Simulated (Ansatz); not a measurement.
## BP (F-43m): thermal expansion under pressure

Aim: how pressure changes the thermal expansion of BP.

Method: DFT RPBE, scalar-relativistic, plane waves, PAW, in Ansatz 0.2.0.

## (1) Starting point

It takes space group F-43m (No. 216, cubic). Conventional cell: a = 4.538 Å, b = 4.538 Å, c = 4.538 Å, α = 90.00°, β = 90.00°, γ = 90.00°. Nearest to B lie 4 P at 1.97 Å. Nearest to P lie 4 B at 1.97 Å. Farther neighbours are not listed.

## (2) A first coarse run

Before spending time, one coarse run tells the gap and the pressure of the starting cell.

Input file input.yaml:

```yaml
crystal:
  lattice:
    - [0.0, 2.269, 2.269]
    - [2.269, 0.0, 2.269]
    - [2.269, 2.269, 0.0]
  atoms:
    - { symbol: B, position: [0.0, 0.0, 0.0] }
    - { symbol: P, position: [0.25, 0.25, 0.25] }
kpoints:
  mp_grid: { grid: [6, 6, 6] }
hamiltonian:
  xc: rpbe
scf:
  occupations: { method: gaussian, width: 0.1 }
output:
  forces: true
  stress: true
  eigenvalues: true
```

Started as:

```
$ ansatz run input.yaml --threads 4 --pin off --max-ram 8192MiB --backend cpu --events-out ev --progress --plain --runs-dir out
```

Numbers of over 12 decimals in the logs are rounded to 6 here.

Output:

```text
Engine: ansatz 0.2.0, aarch64-unknown-linux-gnu
Pseudopotentials: kind: paw
Pseudopotential: B, paw, valence charge 3, recommended cutoff 420 eV (normal), B.paw.azcp
Pseudopotential: P, paw, valence charge 5, recommended cutoff 420 eV (normal), P.paw.azcp
Functional definition: RPBE
  parameter kappa = 0.804
  parameter beta = 0.066725
  exchange = rpbe_x(kappa = kappa, mu = beta*pi^2/3)
  correlation = pbe_c(beta = beta)
Crystal: 2 atoms, lattice volume = 23.363 Å³
Basis set: ecut = 420 eV, 459 PW (Γ), exchange–correlation on 48×48×48 points (8 copies of the dense FFT grid, shifted against one another)
Bands: 8, of which v1, the nominal top of the filled ones, is band 4 counted from 1 (3 counted from 0)
Symmetry: 24 space group operations
Space group: F-43m (ITA 216), of the structure as read, at distance tolerance 2.9e-5 Å
k-points: 16 of 216 (time reversal used)
Non-local potential: B, projectors of the file, l = 0: 2, l = 1: 2, l = 2: 1
Non-local potential: P, projectors of the file, l = 0: 2, l = 1: 2, l = 2: 2
PAW form: soft (Blöchl's): semilocal exchange-correlation on the pseudo side does not see the compensation charge
PAW frozen core: B, regenerated for the run's functional, and the local potential with it (the file was generated under x = pbe(κ = 0.804, μ = 0.219515), c = pbe(β = 0.066725))
PAW frozen core: P, regenerated for the run's functional, and the local potential with it (the file was generated under x = pbe(κ = 0.804, μ = 0.219515), c = pbe(β = 0.066725))
PAW one-centre angular grid: B, 110 points (default); XC on 64 Gauss nodes
PAW one-centre angular grid: P, 110 points (default); XC on 64 Gauss nodes
Initial density: superposition of atomic densities (neutral atoms: chi_scale 0, normalization atom), corrected by the library's trained network
Initial wavefunctions: pseudopotential atomic-orbital guess
Functional: x = rpbe, c = pbe(β = 0.066725)
SCF iter   1: F=—  HF=-916.732341 eV  |F-HF|=—  |Δ(HF+E_count)|=         —  Δρ=2.60e-3  dr2=8.94e-4  ethr=1.77e-3  ⟨swp⟩=6.1  Hψ=1153  notcnv=0
preconditioner: auto → none  [insulator: Δε(μ)=1.332 eV  Ē_g=12.845 eV  σ=0.100 eV  W_gap=1.00  n_scr=0 (ndim 8)  ℏωp=21.7 eV  f_vac=0.000  D(μ)=0.00/eV (n_scr^D=0)  ε∞_Penn≈3.9]
SCF iter   2: F=—  HF=-916.732366 eV  |F-HF|=—  |Δ(HF+E_count)|=   2.57e-5  Δρ=1.29e-3  dr2=2.55e-4  ethr=1.12e-5  ⟨swp⟩=2.6  Hψ=307  notcnv=0
SCF iter   3: F=—  HF=-916.732362 eV  |F-HF|=—  |Δ(HF+E_count)|=   4.53e-6  Δρ=5.27e-4  dr2=2.91e-5  ethr=3.19e-6  ⟨swp⟩=2.2  Hψ=194  notcnv=0
SCF iter   4: F=—  HF=-916.732384 eV  |F-HF|=—  |Δ(HF+E_count)|=   2.21e-5  Δρ=1.13e-4  dr2=3.11e-6  ethr=3.63e-7  ⟨swp⟩=2.8  Hψ=200  notcnv=0
SCF iter   5: F=—  HF=-916.732385 eV  |F-HF|=—  |Δ(HF+E_count)|=   6.10e-7  Δρ=2.53e-5  dr2=1.93e-7  ethr=3.89e-8  ⟨swp⟩=2.0  Hψ=186  notcnv=0
SCF iter   6: F=-916.732385 eV  HF=-916.732385 eV  |F-HF|=7.71e-10  |Δ(HF+E_count)|=   2.63e-8  Δρ=2.92e-6  dr2=2.39e-9  ethr=1.25e-9  ⟨swp⟩=5.6  Hψ=652  notcnv=0
SCF 1 converged in 6 iterations: F = -916.732385 eV  dr2 = 2.39e-9
  greatest PAW one-centre occupation: 0.774 electrons in one spin orbital (limit 2), on the P atom at site 1 (counted from 0), in its partial waves of l = 0
SCF converged after 6 iterations
Free energy (F): -916.732385 eV
Harris-Foulkes:  -916.732385 eV  (|F-HF|=7.71e-10)
Internal energy: -916.732385 eV  (E = F + TS)
E sigma→0 (E₀):  -916.732385 eV
Fermi energy:    10.038828 eV
--- Per-component energies (eV) ---
  E_band       = 22.889681
  E_kinetic    = 121.653329
  E_local      = -66.868959  (includes V_loc(G=0)·N_el)
  E_nonlocal   = 44.001853
  E_hartree    = 17.074540
  E_xc         = -94.976442
  E_vxc        = -100.530579  (∫ρ·V_xc dr)
  E_paw        = -652.084063  (= ΣΔE_a)
  E_vpaw       = -9.514937  (= ΣTr[D̂ρ^β])
  E_aug_tail   = 0.000001  (compensation charges beyond the density's cutoff)
  E_ewald      = -285.491518
  E_core_change = -0.041125  (= ΣΔE_core)
  E_smearing   = -0.000000  (= −TS)
  E_closure    = -0.000000  (closes the sum)
  Σ components = -916.732385   (vs F -916.732385, Δ=0.00e0)
--- Forces (eV/Å), atoms counted from 1 ---
  atom   1  B      0.00000000    -0.00000000    -0.00000000
  atom   2  P     -0.00000000    -0.00000000    -0.00000000
  max |Σ_I F_I| component: 2.96e-16 eV/Å
--- Stress (GPa, compression-positive) ---
        4.098135      -0.000000      -0.000000
        0.000000       4.098135       0.000000
       -0.000000       0.000000       4.098135
  P = ⅓ Tr σ = 4.0981 GPa (40.981 kbar)
--- Band table (eV; the first three rows and the last of 16) ---
  k-point 0: bands = ["-6.1157", "9.3659", "9.3659", "9.3659", "12.7678", "12.7678", "12.7678", "16.7783"]
  k-point 1: bands = ["-5.6179", "6.5224", "8.6983", "8.6983", "13.4020", "13.6743", "13.6743", "18.0764"]
  k-point 2: bands = ["-4.2005", "2.6226", "7.8919", "7.8919", "13.2800", "14.2236", "14.2236", "19.5585"]
  k-point 15: bands = ["-1.0470", "1.0950", "4.0618", "4.1910", "13.2128", "13.8522", "18.4874", "19.1756"]
```

Wall time 0.28 s (4 threads of Arm Neoverse V2, shared host); peak memory 0.24 GiB.

Reading the cycles: dr2 is the Hartree energy of the density residual (eV), the measure of convergence; HF is the Harris–Foulkes estimate of the energy, which meets the free energy F at convergence.

A gap read on the k-mesh alone can miss the band edges.

This step gave:

- pressure: 4.098 GPa
- gap on the k-mesh: 1.346 eV
- volume per atom: 11.68 Å³

The start is under 4.1 GPa at this level and looks like an insulator or semiconductor on this mesh.

## (3) Relaxation

The vibrations must be taken about the equilibrium of this functional, not about the starting cell, so the structure is relaxed.

input.yaml, the sections that differ from step 2:

```yaml
kpoints:
  mp_grid: { grid: [10, 10, 10] }
scf:
  occupations: { method: gaussian, width: 0.02 }
output:
  forces: true
  stress: true
  eigenvalues: true
  write_density: true
  write_potential: true
  elf: true
  volumetric_format: npy
relax:
  adjacent_minimum: "off"
  f_tol: 0.005
  max_steps: 80
  cell: { stress_tol: 0.05 }
# crystal, hamiltonian: as in step 2
```

Output:

```text
[...]
Crystal: 2 atoms, lattice volume = 23.363 Å³
Basis set: ecut = 420 eV, 459 PW (Γ), exchange–correlation on 48×48×48 points (8 copies of the dense FFT grid, shifted against one another)
Bands: 8, of which v1, the nominal top of the filled ones, is band 4 counted from 1 (3 counted from 0)
Symmetry: 24 space group operations
[...]
k-points: 47 of 1000 (time reversal used)
[...]
SCF iter   1: F=—  HF=-916.749425 eV  |F-HF|=—  |Δ(HF+E_count)|=         —  Δρ=2.74e-3  dr2=1.12e-3  ethr=1.77e-3  ⟨swp⟩=6.2  Hψ=3520  notcnv=0
[...]
SCF iter   6: F=-916.749311 eV  HF=-916.749311 eV  |F-HF|=2.63e-9  |Δ(HF+E_count)|=   5.39e-8  Δρ=3.94e-6  dr2=4.69e-9  ethr=1.25e-9  ⟨swp⟩=9.2  Hψ=2601  notcnv=0
SCF 1 converged in 6 iterations: F = -916.749311 eV  dr2 = 4.69e-9
[...]
relax step   1: F+E_penalty+E_count = -916.74931084 eV  Δ(F+E_penalty+E_count) = +0.000e0 eV  max|allowed force component| = 3.238e-16 eV/Å  Δτ_max = 0.0000 Å  P = +3.965 GPa  Ω = 23.363 Å³  (6 SCF iters, dr2 threshold 1.00e-7 eV, accepted)
Crystal: 2 atoms, lattice volume = 23.675 Å³
[...]
iter 1 solved again at ethr=1.94e-5 eV; its pass at ethr=3.10e-3 eV (dr2=1.55e-3 eV) is discarded
[...]
SCF iter   4: F=-916.754621 eV  HF=-916.754620 eV  |F-HF|=3.03e-7  |Δ(HF+E_count)|=   2.18e-6  Δρ=3.32e-5  dr2=1.57e-7  ethr=2.50e-9  ⟨swp⟩=8.7  Hψ=3014  notcnv=0
SCF 2 converged in 4 iterations: F = -916.754621 eV  dr2 = 1.57e-7
[...]
relax step   2: F+E_penalty+E_count = -916.75462059 eV  Δ(F+E_penalty+E_count) = -5.310e-3 eV  max|allowed force component| = 7.864e-17 eV/Å  Δτ_max = 0.0000 Å  P = +1.747 GPa  Ω = 23.675 Å³  energy of the carried Pulay correction = -2.244e-4 eV  (4 SCF iters, dr2 threshold 2.00e-7 eV, accepted)
Crystal: 2 atoms, lattice volume = 23.926 Å³
[...]
SCF iter   4: F=-916.755852 eV  HF=-916.755851 eV  |F-HF|=2.36e-7  |Δ(HF+E_count)|=   2.14e-6  Δρ=2.80e-5  dr2=1.14e-7  ethr=2.50e-9  ⟨swp⟩=8.9  Hψ=3039  notcnv=0
SCF 3 converged in 4 iterations: F = -916.755852 eV  dr2 = 1.14e-7
relax step   3: F+E_penalty+E_count = -916.75585167 eV  Δ(F+E_penalty+E_count) = -1.231e-3 eV  max|allowed force component| = 7.633e-17 eV/Å  Δτ_max = 0.0000 Å  P = +0.058 GPa  Ω = 23.926 Å³  energy of the carried Pulay correction = -4.033e-4 eV  (4 SCF iters, dr2 threshold 2.00e-7 eV, accepted)
[...]
relax step   4: F+E_penalty+E_count = -916.75584726 eV  Δ(F+E_penalty+E_count) = +4.406e-6 eV  max|allowed force component| = 1.492e-16 eV/Å  Δτ_max = 0.0000 Å  P = +0.003 GPa  Ω = 23.935 Å³  energy of the carried Pulay correction = -4.095e-4 eV  (4 SCF iters, dr2 threshold 8.54e-9 eV, accepted)
[...]
SCF iter   1: F=—  HF=-916.756286 eV  |F-HF|=—  |Δ(HF+E_count)|=         —  Δρ=4.59e-5  dr2=5.23e-8  ethr=1.04e-6  ⟨swp⟩=2.7  Hψ=4574  notcnv=0
eigensolver tolerance schedule: the retry pair's looser diagonalisation over-reported the residual by 1589.50 of it (diagonalisation noise at 1.14 of the residual, at the tolerance the schedule requests for it); recorded, not acted on — ethr = c·dr2/N_el stays at c = 1.0e-1
SCF iter   2: F=—  HF=-916.756287 eV  |F-HF|=—  |Δ(HF+E_count)|=   9.03e-7  Δρ=2.38e-5  dr2=1.42e-8  ethr=6.53e-10  ⟨swp⟩=2.5  Hψ=608  notcnv=0
[...]
SCF iter   4: F=-916.756287 eV  HF=-916.756287 eV  |F-HF|=1.94e-11  |Δ(HF+E_count)|=   1.80e-9  Δρ=3.29e-7  dr2=1.26e-11  ethr=1.00e-12  ⟨swp⟩=5.8  Hψ=2314  notcnv=0
SCF 5 converged in 4 iterations: F = -916.756287 eV  dr2 = 1.26e-11
relax step   5: F+E_penalty+E_count = -916.75628696 eV  Δ(F+E_penalty+E_count) = -4.397e-4 eV  max|allowed force component| = 1.168e-16 eV/Å  Δτ_max = 0.0000 Å  P = +0.027 GPa  Ω = 23.935 Å³  stress off target by 2.71e-2 GPa  SCF on the basis re-selected at this cell (its energy is not comparable with the rows above)  (4 SCF iters)
basis re-selected at this cell: Δ(F+E_penalty+E_count) = -4.397e-4 eV, ΔP = +0.024 GPa vs the last step (what re-selecting the basis moved, of the pressure what is left beyond the Pulay correction that the steps carried, after the strain that the cell walked since its last selection, with what the two solves' SCF thresholds leave and, on support functions, any second-order correction that the steps lacked; it is no m [...]
SCF converged after 4 iterations
Free energy (F): -916.756287 eV
[...]
Internal energy: -916.756287 eV  (E = F + TS)
E sigma→0 (E₀):  -916.756287 eV
Fermi energy:    9.682459 eV
[...]
--- Stress (GPa, compression-positive) ---
        0.027065       0.000000       0.000000
        0.000000       0.027065       0.000000
        0.000000       0.000000       0.027065
  P = ⅓ Tr σ = 0.0271 GPa (0.271 kbar)
--- Band table (eV; the first three rows and the last of 47) ---
[...]
--- Relaxed structure (4 steps of the walk, 4 accepted, 1 SCFs on fresh bases) ---
  F+E_penalty+E_count = -916.75628696 eV   max|allowed force component| = 1.168e-16 eV/Å   (the final SCF, on the basis selected at the relaxed cell)
  cell:  # Å, volume = 23.9350 Å³
    - [0, 2.287360, 2.287360]
    - [2.287360, 0, 2.287360]
    - [2.287360, 2.287360, 0]
  atoms:
    - { symbol: B, position: [0, 0, 0] }
    - { symbol: P, position: [0.25, 0.25, 0.25] }
```

Run time: 1.8 s. Hardware: 4 threads; peak memory 0.29 GiB.

The steps of the relaxation:

```tsv
step	energy less that of the first step (eV)	largest force component (eV/Å)	pressure (GPa)	volume (Å³)
1	0.0000	0.0000	3.96	23.36
2	-0.0053	0.0000	1.75	23.67
3	-0.0065	0.0000	0.06	23.93
4	-0.0065	0.0000	0.00	23.94
5*	-0.0070	0.0000	0.03	23.94
```

Relaxation steps marked * repeat the geometry before them on a plane-wave basis chosen anew for their cell, so energy and pressure can jump there.

The run keeps the 24 symmetry operations that it works with, so distortions that break them were not tested.

```tsv
conventional cell, symmetrised	before	after	change
a (Å)	4.538	4.575	+0.8 %
b (Å)	4.538	4.575	+0.8 %
c (Å)	4.538	4.575	+0.8 %
volume (Å³/atom)	11.68	11.97	+2.4 %
```

Final coordinates:

```xyz
2
Lattice="0.0000 2.2874 2.2874 2.2874 0.0000 2.2874 2.2874 2.2874 0.0000" Properties=species:S:1:pos:R:3 pbc="T T T"
B     0.0000    0.0000    0.0000
P     1.1437    1.1437    1.1437
```

Numbers from this step:

```
pressure          : 0.02706 GPa
gap on the k-mesh : 1.301 eV
volume per atom   : 11.97 Å³
```

ELF in the ac plane of a cell with a along [110], b along [-110] and c along [001] of the cube at fractional y = 0.500, with atoms of B and P within 0.2 Å of it. It is the smooth field of the valence electrons, not physical close to the nuclei.

Values, 7 rows by 16 columns, each cell a mean:
```
0.18 0.11 0.06 0.05 0.06 0.05 0.08 0.16 0.18 0.11 0.06 0.05 0.06 0.05 0.08 0.16
0.02 0.05 0.17 0.33 0.37 0.24 0.08 0.03 0.02 0.05 0.17 0.33 0.37 0.24 0.08 0.03
0.11 0.23 0.40 0.43 0.43 0.43 0.30 0.14 0.11 0.23 0.40 0.43 0.43 0.43 0.30 0.14
0.60 0.75 0.70 0.24 0.10 0.54 0.77 0.66 0.60 0.75 0.70 0.24 0.10 0.54 0.77 0.66
0.32 0.80 0.91 0.70 0.59 0.86 0.90 0.50 0.32 0.80 0.91 0.70 0.59 0.86 0.90 0.50
0.11 0.40 0.62 0.40 0.31 0.55 0.56 0.17 0.11 0.40 0.62 0.40 0.31 0.55 0.56 0.17
0.62 0.51 0.26 0.07 0.05 0.16 0.42 0.60 0.62 0.51 0.26 0.07 0.05 0.16 0.42 0.60
```
Columns run along a (6.5 Å), rows up along c (4.6 Å), edges of the conventional cell, whose origin can differ from the input's. Atoms in or near the plane, at fractional coordinates: B at (0.75, 0.50), B at (0.25, 0.50), P at (0.50, 0.25), P at (0.00, 0.25).

Electrostatic potential energy in the ac plane of a cell with a along [110], b along [-110] and c along [001] of the cube at fractional y = 0.500, with atoms of B and P within 0.2 Å of it. With pseudopotentials it is smooth inside the atoms' cores, unlike the true potential.

Ten even steps from '0' (-58 eV) to '9' (12 eV), each cell a mean:
```
999999999999999999
999999999999999999
999999999999999999
999989999999989999
999745899999745899
998402699998402699
788513787788513787
247867862247867862
016999840016999840
027999840027999840
468999975468999975
899999998899999998
```
Columns run along a (6.5 Å; values clipped at the 3rd and 97th percentile), rows up along c (4.6 Å), edges of the conventional cell, whose origin can differ from the input's. Atoms in or near the plane, at fractional coordinates: B at (0.75, 0.50), B at (0.25, 0.50), P at (0.50, 0.25), P at (0.00, 0.25).

Valence density in the ac plane of a cell with a along [110], b along [-110] and c along [001] of the cube at fractional y = 0.500, with atoms of B and P within 0.2 Å of it. It is the smooth field of the valence electrons, not physical close to the nuclei.

Values in e/Å³, 7 rows by 16 columns, each cell a mean:
```
0.12 0.10 0.07 0.07 0.07 0.07 0.09 0.11 0.12 0.10 0.07 0.07 0.07 0.07 0.09 0.11
0.04 0.06 0.12 0.20 0.22 0.16 0.08 0.05 0.04 0.06 0.12 0.20 0.22 0.16 0.08 0.05
0.09 0.14 0.32 0.53 0.57 0.41 0.20 0.10 0.09 0.14 0.32 0.53 0.57 0.41 0.20 0.10
0.40 0.49 0.67 0.61 0.48 0.71 0.55 0.43 0.40 0.49 0.67 0.61 0.48 0.71 0.55 0.43
0.47 0.82 0.78 0.60 0.55 0.69 0.86 0.61 0.47 0.82 0.78 0.60 0.55 0.69 0.86 0.61
0.27 0.53 0.43 0.22 0.18 0.32 0.56 0.37 0.27 0.53 0.43 0.22 0.18 0.32 0.56 0.37
0.49 0.35 0.16 0.07 0.06 0.11 0.27 0.45 0.49 0.35 0.16 0.07 0.06 0.11 0.27 0.45
```
Columns run along a (6.5 Å), rows up along c (4.6 Å), edges of the conventional cell, whose origin can differ from the input's. Atoms in or near the plane, at fractional coordinates: B at (0.75, 0.50), B at (0.25, 0.50), P at (0.50, 0.25), P at (0.00, 0.25).

The relaxation ends with a pressure of 0.03 GPa.

## (4) Relaxing to small residual forces and stress

The relaxation is repeated with tighter thresholds on force and stress, since phonons are sensitive to what is left; a change of mesh or smearing in the input moves the cell too.

Input file input.yaml:

```yaml
crystal:
  lattice:
    - [0.0, 2.2873596993, 2.2873596993]
    - [2.2873596993, 0.0, 2.2873596993]
    - [2.2873596993, 2.2873596993, 0.0]
  atoms:
    - { symbol: B, position: [0.0, 0.0, 0.0] }
    - { symbol: P, position: [0.25, 0.25, 0.25] }
kpoints:
  mp_grid: { grid: [12, 12, 12] }
hamiltonian:
  xc: rpbe
scf:
  occupations: { method: fixed }
output:
  forces: true
  stress: true
  eigenvalues: true
relax:
  adjacent_minimum: "off"
  f_tol: 0.001
  max_steps: 60
  cell: { stress_tol: 0.01 }
```

Output:

```text
[...]
Crystal: 2 atoms, lattice volume = 23.935 Å³
Basis set: ecut = 420 eV, 459 PW (Γ), exchange–correlation on 48×48×48 points (8 copies of the dense FFT grid, shifted against one another)
Bands: 8, of which v1, the nominal top of the filled ones, is band 4 counted from 1 (3 counted from 0)
Symmetry: 24 space group operations
[...]
k-points: 72 of 1728 (time reversal used)
[...]
0.000000       0.000000      -0.000217
  P = ⅓ Tr σ = -0.0002 GPa (-0.002 kbar)
--- Band table (eV; the first three rows and the last of 72) ---
[...]
--- Relaxed structure (3 steps of the walk, 3 accepted, 1 SCFs on fresh bases) ---
[...]
cell:  # Å, volume = 23.9389 Å³
    - [0, 2.287485, 2.287485]
    - [2.287485, 0, 2.287485]
    - [2.287485, 2.287485, 0]
  atoms:
    - { symbol: B, position: [0, 0, 0] }
    - { symbol: P, position: [0.25, 0.25, 0.25] }
[key lines of the parts left out:]
SCF converged after 5 iterations
Free energy (F): -916.756534 eV
Fermi energy:    9.029533 eV
```

It took 1.8 s on 4 threads; peak memory 0.3 GiB; 6.3 s of CPU time.

Little changed from the start: no atom moved by 0.005 Å and no cell edge by 0.1 %.

This step gave:

* pressure: -2.17e-4 GPa
* gap on the k-mesh: 1.299 eV

The residual pressure is -2.2e-4 GPa, small enough for phonons.

## (5) Relaxation under pressure, pressure 5 GPa

The study at pressure needs a start near its own equilibrium, so the cell is first relaxed to that pressure.

input.yaml, the sections that differ from step 4:

```yaml
crystal:
  lattice:
    - [0.0, 2.2874846914, 2.2874846914]
    - [2.2874846914, 0.0, 2.2874846914]
    - [2.2874846914, 2.2874846914, 0.0]
  atoms:
    - { symbol: B, position: [0.0, 0.0, 0.0] }
    - { symbol: P, position: [0.25, 0.25, 0.25] }
relax:
  adjacent_minimum: "off"
  f_tol: 0.001
  max_steps: 60
  cell: { stress_tol: 0.05, p_target: 5.0 }
# kpoints, hamiltonian, scf, output: as in step 4
```

Output:

```text
[...]
Crystal: 2 atoms, lattice volume = 23.939 Å³
Basis set: ecut = 420 eV, 459 PW (Γ), exchange–correlation on 48×48×48 points (8 copies of the dense FFT grid, shifted against one another)
Bands: 8, of which v1, the nominal top of the filled ones, is band 4 counted from 1 (3 counted from 0)
Symmetry: 24 space group operations
[...]
k-points: 72 of 1728 (time reversal used)
[...]
0.000000       0.000000       4.970577
  P = ⅓ Tr σ = 4.9706 GPa (49.706 kbar)
--- Band table (eV; the first three rows and the last of 72) ---
[...]
--- Relaxed structure (4 steps of the walk, 4 accepted, 1 SCFs on fresh bases) ---
[...]
cell:  # Å, volume = 23.2269 Å³
    - [0, 2.264575, 2.264575]
    - [2.264575, 0, 2.264575]
    - [2.264575, 2.264575, 0]
  atoms:
    - { symbol: B, position: [0, 0, 0] }
    - { symbol: P, position: [0.25, 0.25, 0.25] }
[key lines of the parts left out:]
SCF converged after 5 iterations
Free energy (F): -916.745759 eV
Fermi energy:    9.439862 eV
```

Elapsed: 2.4 s, on 4 threads; peak memory 0.3 GiB.

Step by step:

```tsv
step	energy less that of the first step (eV)	largest force component (eV/Å)	pressure (GPa)	volume (Å³)
1	0.0000	0.0000	0.00	23.94
2	0.0035	0.0000	2.91	23.51
3	0.0107	0.0000	5.09	23.21
4	0.0103	0.0000	5.00	23.23
5*	0.0108	0.0000	4.97	23.23
```

Relaxation steps marked * repeat the geometry before them on a plane-wave basis chosen anew for their cell, so energy and pressure can jump there.

The run keeps the 24 symmetry operations that it works with, so distortions that break them were not tested.

```tsv
conventional cell, symmetrised	before	after	change
a (Å)	4.575	4.529	-1.0 %
b (Å)	4.575	4.529	-1.0 %
c (Å)	4.575	4.529	-1.0 %
volume (Å³/atom)	11.97	11.61	-3.0 %
```

Final coordinates:

```xyz
2
Lattice="0.0000 2.2646 2.2646 2.2646 0.0000 2.2646 2.2646 2.2646 0.0000" Properties=species:S:1:pos:R:3 pbc="T T T"
B     0.0000    0.0000    0.0000
P     1.1323    1.1323    1.1323
```

Numbers from this step:

```yaml
pressure: 4.971 GPa
gap_on_the_k_mesh: 1.252 eV
volume_per_atom: 11.61 Å³
```

The cell shrank by 3.0 % in volume.

[end of part 1 of 3]

[Logs are printed without paths, hosts, clocks, repeated set-up lines and the standing remarks that a program may print on its own settings, such as how far it seeks lower states.]

[Hosts, paths, dates, database ids (printed as entryN), source tags and the programs' standing remarks are cut or masked in the printed files.]

[A step with changed settings may run another functional than the one named; its input shows which.]
